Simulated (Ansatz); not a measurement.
## Sensitivity of the G0W0 gap of NaF (Villiaumite)

Aim: change settings of a G0W0 run on NaF (Villiaumite) and see what moves.

Calculated with Ansatz 0.2.0; G0W0 on PBE, plane waves, PAW; PAW set soft_1.

The database entry behind the starting cell differs from later determinations by our own check (0.1 to 0.3 % short, probably kX units), so it need not match the best structure at ambient conditions.

### 1. The starting structure

Symmetry: Fm-3m, No. 225, cubic system. The conventional cell has a = 4.620 Å, b = 4.620 Å, c = 4.620 Å, α = 90.00°, β = 90.00°, γ = 90.00°. Nearest to Na lie 6 F at 2.31 Å. Nearest to F lie 6 Na at 2.31 Å. Farther neighbours and most contacts between anions are not listed.

The cell and positions come from the Crystallography Open Database and are kept as given unless a step says otherwise.

### 2. The base run: 4×4×4 mesh, 73 empty bands, screening to 120 eV, PAW set soft_1 files

Now the one-shot GW correction: screening in the RPA, then the self-energy of the levels asked for. This step takes PAW set soft_1 files.

The input, input.yaml:

```yaml
crystal:
  lattice:
    - [0.0, 2.31, 2.31]
    - [2.31, 0.0, 2.31]
    - [2.31, 2.31, 0.0]
  atoms:
    - { symbol: Na, position: [0.0, 0.0, 0.0] }
    - { symbol: F, position: [0.5, 0.5, 0.5] }
kpoints:
  mp_grid: { grid: [4, 4, 4] }
hamiltonian:
  xc: pbe
  pseudopotentials: { kind: paw, azcp: { folder: soft_1 } }
scf:
  occupations: { method: fixed }
gw:
  n_empty_bands: 73
  ecut_chi: 120
  qp_bands: [v2, c2]
  qp_kpoints: band_edges
  screening: { model: contour_deformation }
```

The run is started by

```sh
$ ansatz run input.yaml --threads 24 --pin off --max-ram 82944MiB --backend cuda --events-out ev --progress --plain --runs-dir out --devices 1 --max-vram 78GiB
```

Numbers of over 12 decimals in the logs are rounded to 6 here.

Log:

```text
GPUs: using 1 of 1 available (devices: 1).
Engine: ansatz 0.2.0, aarch64-unknown-linux-gnu
Pseudopotentials: kind: paw
Pseudopotential: Na, paw, valence charge 9, recommended cutoff 420 eV (normal), soft_1/Na.paw.azcp
Pseudopotential: F, paw, valence charge 7, recommended cutoff 420 eV (normal), soft_1/F.paw.azcp
Functional definition: PBE
  parameter kappa = 0.804
  parameter beta = 0.066725
  exchange = pbe_x(kappa = kappa, mu = beta*pi^2/3)
  correlation = pbe_c(beta = beta)
device memory: the entry about to start is reckoned to put 1.7 GiB on a device that reports 180.7 GiB free (of which the cap on the GPU budget leaves the run 78.0 GiB)
GPU FFT provider: cuFFT
GPU libraries: cuBLAS 13.8.1, cuFFT 12.4.0, cuSOLVER 12.3.2
GPU matrix products: emulated (plane waves: as basis.precision tells), large ones in fixed point in workspaces of 1.00 GiB
Crystal: 2 atoms, lattice volume = 24.653 Å³
Basis set: ecut = 420 eV, 531 PW (Γ)
Bands: 12, of which v1, the nominal top of the filled ones, is band 8 counted from 1 (7 counted from 0)
Symmetry: 48 space group operations
Space group: Fm-3m (ITA 225), of the structure as read, at distance tolerance 2.9e-5 Å
k-points: 8 of 64
Non-local potential: Na, projectors of the file, l = 0: 3, l = 1: 2, l = 2: 1
Non-local potential: F, projectors of the file, l = 0: 2, l = 1: 2, l = 2: 1
PAW form: soft (Blöchl's): semilocal exchange-correlation on the pseudo side does not see the compensation charge
PAW one-centre angular grid: Na, 110 points (default); XC on 64 Gauss nodes
PAW one-centre angular grid: F, 110 points (default); XC on 64 Gauss nodes
Initial density: superposition of atomic densities (chi_scale 0.1, normalization cell, long waves kept (reshape's long-wave potential 0.00 eV rms))
Initial wavefunctions: pseudopotential atomic-orbital guess
GPU buffer pool allocated for 13824 grid points (all kernels)
GPU transforms: local potential and band sums: pruned to the plane-wave sphere, on 24×24×24
Functional: x = pbe(κ = 0.804, μ = 0.219515), c = pbe(β = 0.066725)
SCF iter   1: F=—  HF=-2299.949320 eV  |F-HF|=—  |Δ(HF+E_count)|=         —  Δρ=2.02e-1  dr2=7.14e0  ethr=3.10e-3  ⟨swp⟩=4.8  Hψ=544  notcnv=0  defer=11
preconditioner: auto → none  [insulator: Δε(μ)=3.139 eV  Ē_g=17.875 eV  n_scr=8 (ndim 8)  ℏωp=21.2 eV  f_vac=0.000  ε∞_Penn≈2.4]
SCF iter   2: F=—  HF=-2297.945940 eV  |F-HF|=—  |Δ(HF+E_count)|=    2.00e0  Δρ=1.17e-1  dr2=1.94e0  ethr=3.10e-3  ⟨swp⟩=3.6  Hψ=282  notcnv=0  defer=13
SCF iter   3: F=—  HF=-2297.417790 eV  |F-HF|=—  |Δ(HF+E_count)|=   5.28e-1  Δρ=2.00e-2  dr2=8.60e-2  ethr=3.10e-3  ⟨swp⟩=2.0  Hψ=160  notcnv=0  defer=9
SCF iter   4: F=—  HF=-2297.421484 eV  |F-HF|=—  |Δ(HF+E_count)|=   3.69e-3  Δρ=4.57e-3  dr2=3.25e-3  ethr=5.38e-4  ⟨swp⟩=2.6  Hψ=194  notcnv=0  defer=14
[...]
E_nonlocal   = 365.680280
  E_hartree    = 626.484937
  E_xc         = -115.454514
  E_vxc        = -148.168365  (∫ρ·V_xc dr)
  E_paw        = -498.199461  (= ΣΔE_a)
  E_vpaw       = -171.283490  (= ΣTr[D̂ρ^β])
  E_aug_tail   = 0.000740  (compensation charges beyond the density's cutoff)
  E_ewald      = -1142.836923
  E_smearing   = -0.000000  (= −TS)
  E_closure    = 0.000000  (closes the sum)
  Σ components = -2297.424703   (vs F -2297.424703, Δ=0.00e0)
--- Band table (eV; the first three rows and the last of 8) ---
  k-point 0: bands = [... 4 lower, -17.9347, 0.9852, 0.9852, 0.9852, 7.3496, 20.0312, 20.0312, 20.0312]
  k-point 1: bands = [... 4 lower, -17.4382, 0.0831, 0.8553, 0.8553, 9.2220, 16.2076, 20.8057, 20.8057]
  k-point 2: bands = [... 4 lower, -17.1658, -0.6146, 0.7283, 0.7283, 11.8308, 13.5443, 21.1916, 21.1916]
  k-point 7: bands = [... 4 lower, -17.4750, 0.1051, 0.1051, 0.4085, 14.2740, 14.2740, 16.3104, 17.9641]
--- G₀W₀: contour deformation, 6 samples at zero and on the imaginary axis and 3 off it, 64 q-points, 73 empty bands' worth ---
  eigenvalues of the whole cell's RPA ε∞ on this k-mesh (on a slab, of 1 + 4πα/V) = 1.8131, 1.8131, 1.8131; static W/v taken at q = 0 is 0.551533
  bands read: the sum over 81 bands ends inside a degenerate multiplet in 2 slots, whose members it reads at an even weight; the widest, k=1: bands 81 to 82 (counted from 1) at 1/2 each
  gw.qp_kpoints: band_edges: 7 of 8 stored k-points solved, in 1 pass; an edge of the gap read off the rows below is read off those points alone
    valence top: of the k-points left out ik 7 came nearest to being solved in a further pass, in band 8 (counted from 1, as in the quasiparticle table): it holds the edge there only if its correction is more favourable than any solved in that band by at least 0.577 eV; those differ by 0.111 eV
    conduction bottom: of the k-points left out ik 7 came nearest to being solved in a further pass, in band 10 (counted from 1, as in the quasiparticle table): it holds the edge there only if its correction is more favourable than any solved in that band by at least 6.716 eV; those differ by 0.864 eV
    ik  band        ε_KS         Σx   Σc(E_QP)       V_xc       Z   E_QP_lin       E_QP  E_QP is
     0     7      0.9852   -31.5115     5.2625   -23.6331  0.8040    -1.7089    -1.6307  root
     0     8      0.9852   -31.5115     5.2625   -23.6331  0.8040    -1.7089    -1.6307  root
     0     9      7.3496    -5.9354    -2.8544   -10.2497  0.8955     8.8204     8.8095  root
     0    10     20.0312    -2.1517    -3.4889    -7.2047  0.8727    21.6164    21.5953  root
     1     7      0.8553   -31.2492     5.2633   -23.3349  0.8035    -1.8778    -1.7958  root
     1     8      0.8553   -31.2492     5.2633   -23.3349  0.8035    -1.8778    -1.7958  root
     1     9      9.2220    -7.3938    -2.7683   -11.8269  0.8857    10.9027    10.8869  root
     1    10     16.2076    -3.7769    -3.3108    -8.6677  0.8745    17.8148    17.7876  root
[...]
6     7      0.5769   -30.8669     5.2564   -22.8838  0.8033    -2.2401    -2.1499  root
     6     8      0.5769   -30.8669     5.2564   -22.8838  0.8033    -2.2401    -2.1499  root
     6     9     14.2188    -8.0589    -3.1299   -13.2343  0.8587    16.3079    16.2644  root
     6    10     14.3364    -1.9635    -3.1406    -6.3554  0.8912    15.5988    15.5877  root
[key lines of the parts left out:]
SCF converged after 7 iterations
Free energy (F): -2297.424703 eV
Fermi energy:    0.985237 eV
```

The job ended after 1.4 s (1 × NVIDIA GB200 (shared by 2 runs) with 24 threads of Arm Neoverse V2, shared host; peak memory 1 GiB).

This step gave:

* bands summed: 81
* RPA ε∞ on this mesh (eigenvalues): 1.813, 1.813, 1.813
* plane waves in the screening matrix: 65
* q-points in the mesh: 64
* G0W0 gap on the mesh: 10.44 eV
* k of the valence top: 0, 0, 0
* k of the conduction bottom: 0, 0, 0
* starting gap on the mesh: 6.364 eV
* Z at the valence top: 0.8040
* Z at the conduction bottom: 0.8955
* least direct G0W0 gap on the computed points: 10.44 eV

The gap on the mesh goes from 6.36 eV to 10.44 eV, a correction of +4.08 eV. Between the two edge states, bare exchange in place of the xc potential would open the gap by 12.19 eV, and correlation takes back 8.12 eV.

### 3. Variant: guard bands

Changes to input.yaml since step 2:

```diff
@@ -16,4 +16,4 @@
 gw:
-  n_empty_bands: 73
-  ecut_chi: 120
+  n_empty_bands: 40
+  ecut_chi: 80
   qp_bands: [v2, c2]
@@ -21 +21,2 @@
   screening: { model: contour_deformation }
+  n_guard_bands: 0
```

Log:

```text
GPUs: using 1 of 1 available (devices: 1).
[...]
GPU FFT provider: cuFFT
GPU libraries: cuBLAS 13.8.1, cuFFT 12.4.0, cuSOLVER 12.3.2
[...]
Crystal: 2 atoms, lattice volume = 24.653 Å³
Basis set: ecut = 420 eV, 531 PW (Γ)
Bands: 12, of which v1, the nominal top of the filled ones, is band 8 counted from 1 (7 counted from 0)
[... 1 set-up line as in the run before ...]
[...]
k-points: 8 of 64
[...]
GPU buffer pool allocated for 13824 grid points (all kernels)
[...]
SCF iter   1: F=—  HF=-2299.949320 eV  |F-HF|=—  |Δ(HF+E_count)|=         —  Δρ=2.02e-1  dr2=7.14e0  ethr=3.10e-3  ⟨swp⟩=4.8  Hψ=544  notcnv=0  defer=11
[...]
SCF iter   7: F=-2297.424703 eV  HF=-2297.424703 eV  |F-HF|=1.20e-8  |Δ(HF+E_count)|=   6.93e-6  Δρ=5.15e-6  dr2=2.64e-9  ethr=6.25e-10  ⟨swp⟩=4.2  Hψ=494  notcnv=0
SCF 1 converged in 7 iterations: F = -2297.424703 eV  dr2 = 2.64e-9
[...]
NSCF: frozen V_eff on 8 k-points
[...]
G₀W₀ screening: q 1/8
[... further progress lines ...]
[...]
SCF converged after 7 iterations
Free energy (F): -2297.424703 eV
[...]
Internal energy: -2297.424703 eV  (E = F + TS)
E sigma→0 (E₀):  -2297.424703 eV
Fermi energy:    0.985237 eV
[...]
--- Band table (eV; the first three rows and the last of 8) ---
  k-point 0: bands = [... 4 lower, -17.9347, 0.9852, 0.9852, 0.9852, 7.3496, 20.0312, 20.0312, 20.0312]
  k-point 1: bands = [... 4 lower, -17.4382, 0.0831, 0.8553, 0.8553, 9.2220, 16.2076, 20.8057, 20.8057]
  k-point 2: bands = [... 4 lower, -17.1658, -0.6146, 0.7283, 0.7283, 11.8308, 13.5443, 21.1916, 21.1916]
  k-point 7: bands = [... 4 lower, -17.4750, 0.1051, 0.1051, 0.4085, 14.2740, 14.2740, 16.3104, 17.9641]
[...]
0     7      0.9852   -31.5115     5.2913   -23.6331  0.8080    -1.6785    -1.6019  root
     0     8      0.9852   -31.5115     5.2913   -23.6331  0.8080    -1.6785    -1.6019  root
     0     9      7.3496    -5.9354    -2.8465   -10.2497  0.8964     8.8286     8.8174  root
     0    10     20.0312    -2.1517    -3.3964    -7.2047  0.8723    21.7078    21.6878  root
     1     7      0.8553   -31.2492     5.2945   -23.3349  0.8074    -1.8447    -1.7645  root
     1     8      0.8553   -31.2492     5.2945   -23.3349  0.8074    -1.8447    -1.7645  root
     1     9      9.2220    -7.3938    -2.7458   -11.8269  0.8869    10.9259    10.9093  root
     1    10     16.2076    -3.7769    -3.2499    -8.6677  0.8743    17.8788    17.8485  root
[...]
6     7      0.5769   -30.8669     5.2875   -22.8838  0.8070    -2.2069    -2.1188  root
     6     8      0.5769   -30.8669     5.2875   -22.8838  0.8070    -2.2069    -2.1188  root
     6     9     14.2188    -8.0589    -3.0835   -13.2343  0.8597    16.3581    16.3107  root
     6    10     14.3364    -1.9635    -3.0770    -6.3554  0.8908    15.6636    15.6513  root
```

Elapsed: 1.3 s, on 1 × NVIDIA GB200 (shared by 2 runs) with 24 threads; peak memory 1.1 GiB; 2.8 s of CPU time.

The G0W0 gap on the mesh is 10.419 eV.

Against the base:

| setting | base | variant |
| --- | --- | --- |
| empty bands | 73 | 40 |
| screening cutoff (eV) | 120 | 80 |
| n guard bands | - | 0 |

| quantity | variant | base |
| --- | --- | --- |
| starting gap on the mesh | 6.364 | 6.364 |
| G0W0 gap on the mesh | 10.419 | 10.440 |
| least direct G0W0 gap on the computed points | 10.419 | 10.440 |
| Z at the valence top | 0.808 | 0.804 |
| Z at the conduction bottom | 0.896 | 0.896 |

### 4. Variant: fewer bands

Changes to input.yaml since step 3:

```diff
@@ -16,4 +16,4 @@
 gw:
-  n_empty_bands: 40
-  ecut_chi: 80
+  n_empty_bands: 27
+  ecut_chi: 100
   qp_bands: [v2, c2]
@@ -21,2 +21 @@
   screening: { model: contour_deformation }
-  n_guard_bands: 0
```

Log:

```text
GPUs: using 1 of 1 available (devices: 1).
[...]
GPU FFT provider: cuFFT
GPU libraries: cuBLAS 13.8.1, cuFFT 12.4.0, cuSOLVER 12.3.2
[...]
Crystal: 2 atoms, lattice volume = 24.653 Å³
Basis set: ecut = 420 eV, 531 PW (Γ)
Bands: 12, of which v1, the nominal top of the filled ones, is band 8 counted from 1 (7 counted from 0)
[... 1 set-up line as in the run before ...]
[...]
k-points: 8 of 64
[...]
GPU buffer pool allocated for 13824 grid points (all kernels)
[...]
SCF iter   1: F=—  HF=-2299.949320 eV  |F-HF|=—  |Δ(HF+E_count)|=         —  Δρ=2.02e-1  dr2=7.14e0  ethr=3.10e-3  ⟨swp⟩=4.8  Hψ=544  notcnv=0  defer=11
[...]
SCF iter   7: F=-2297.424703 eV  HF=-2297.424703 eV  |F-HF|=1.20e-8  |Δ(HF+E_count)|=   6.93e-6  Δρ=5.15e-6  dr2=2.64e-9  ethr=6.25e-10  ⟨swp⟩=4.2  Hψ=494  notcnv=0
SCF 1 converged in 7 iterations: F = -2297.424703 eV  dr2 = 2.64e-9
[...]
G₀W₀ screening: q 1/8
[... further progress lines ...]
[...]
SCF converged after 7 iterations
Free energy (F): -2297.424703 eV
[...]
Internal energy: -2297.424703 eV  (E = F + TS)
E sigma→0 (E₀):  -2297.424703 eV
Fermi energy:    0.985237 eV
[...]
--- Band table (eV; the first three rows and the last of 8) ---
  k-point 0: bands = [... 4 lower, -17.9347, 0.9852, 0.9852, 0.9852, 7.3496, 20.0312, 20.0312, 20.0312]
  k-point 1: bands = [... 4 lower, -17.4382, 0.0831, 0.8553, 0.8553, 9.2220, 16.2076, 20.8057, 20.8057]
  k-point 2: bands = [... 4 lower, -17.1658, -0.6146, 0.7283, 0.7283, 11.8308, 13.5443, 21.1916, 21.1916]
  k-point 7: bands = [... 4 lower, -17.4750, 0.1051, 0.1051, 0.4085, 14.2740, 14.2740, 16.3104, 17.9641]
[...]
0     7      0.9852   -31.5115     5.4269   -23.6331  0.8054    -1.5342    -1.4662  root
     0     8      0.9852   -31.5115     5.4269   -23.6331  0.8054    -1.5342    -1.4662  root
     0     9      7.3496    -5.9354    -2.7020   -10.2497  0.8962     8.9755     8.9619  root
     0    10     20.0312    -2.1517    -3.2459    -7.2047  0.8732    21.8633    21.8382  root
     1     7      0.8553   -31.2492     5.4275   -23.3349  0.8049    -1.7029    -1.6316  root
     1     8      0.8553   -31.2492     5.4275   -23.3349  0.8049    -1.7029    -1.6316  root
     1     9      9.2220    -7.3938    -2.6042   -11.8269  0.8864    11.0706    11.0509  root
     1    10     16.2076    -3.7769    -3.1230    -8.6677  0.8746    18.0103    17.9754  root
[...]
6     7      0.5769   -30.8669     5.4163   -22.8838  0.8046    -2.0688    -1.9899  root
     6     8      0.5769   -30.8669     5.4163   -22.8838  0.8046    -2.0688    -1.9899  root
     6     9     14.2188    -8.0589    -2.9570   -13.2343  0.8590    16.4898    16.4373  root
     6    10     14.3364    -1.9635    -2.9586    -6.3554  0.8915    15.7844    15.7697  root
```

It took 1.5 s on 1 × NVIDIA GB200 (shared by 2 runs) with 24 threads; peak memory 1.1 GiB; 2.8 s of CPU time.

Against the base:

| setting | base | variant |
| --- | --- | --- |
| empty bands | 73 | 27 |
| screening cutoff (eV) | 120 | 100 |

| quantity | variant | base |
| --- | --- | --- |
| starting gap on the mesh | 6.364 | 6.364 |
| G0W0 gap on the mesh | 10.428 | 10.440 |
| least direct G0W0 gap on the computed points | 10.428 | 10.440 |
| Z at the valence top | 0.805 | 0.804 |
| Z at the conduction bottom | 0.896 | 0.896 |

### 5. Summary of results

| Property | Result |
| --- | --- |
| base | 10.44 eV, 1.4 s |
| guard bands | 10.42 eV, 1.3 s |
| fewer bands | 10.43 eV, 1.5 s |

What this shows: Guard bands: the gap moves by −0.02 eV. The variant differs from the base in empty bands, screening cutoff and n guard bands together, so the change can't be laid to one of them. Fewer bands: the gap moves by −0.01 eV; such settings are too crude to quote. The variant differs from the base in empty bands and screening cutoff together, so the change can't be laid to one of them. All runs here use a coarse mesh and modest cutoffs; they test settings and are not final values. The 4×4×4 mesh is coarse for this cell (its supercell is 13 Å along the shortest edge). The RPA ε∞ on it, from the PBE start, is 1.81; such meshes misread the long-range screening, most where the gap is narrow.

[Paths, hosts, dates, memory and timing lines, banners, echoed tables and standing remarks are left out of the program output.]

[Logs are printed without paths, hosts, clocks, repeated set-up lines and the standing remarks that a program may print on its own settings, such as how far it seeks lower states.]

[Runs of the session that timed out or met a known fault of the program may be left out.]

[Cells called generated may have been cut or substituted from an entry of the Crystallography Open Database or the Materials Project.]

[Hosts, paths, dates, database ids (printed as entryN), source tags and the programs' standing remarks are cut or masked in the printed files.]
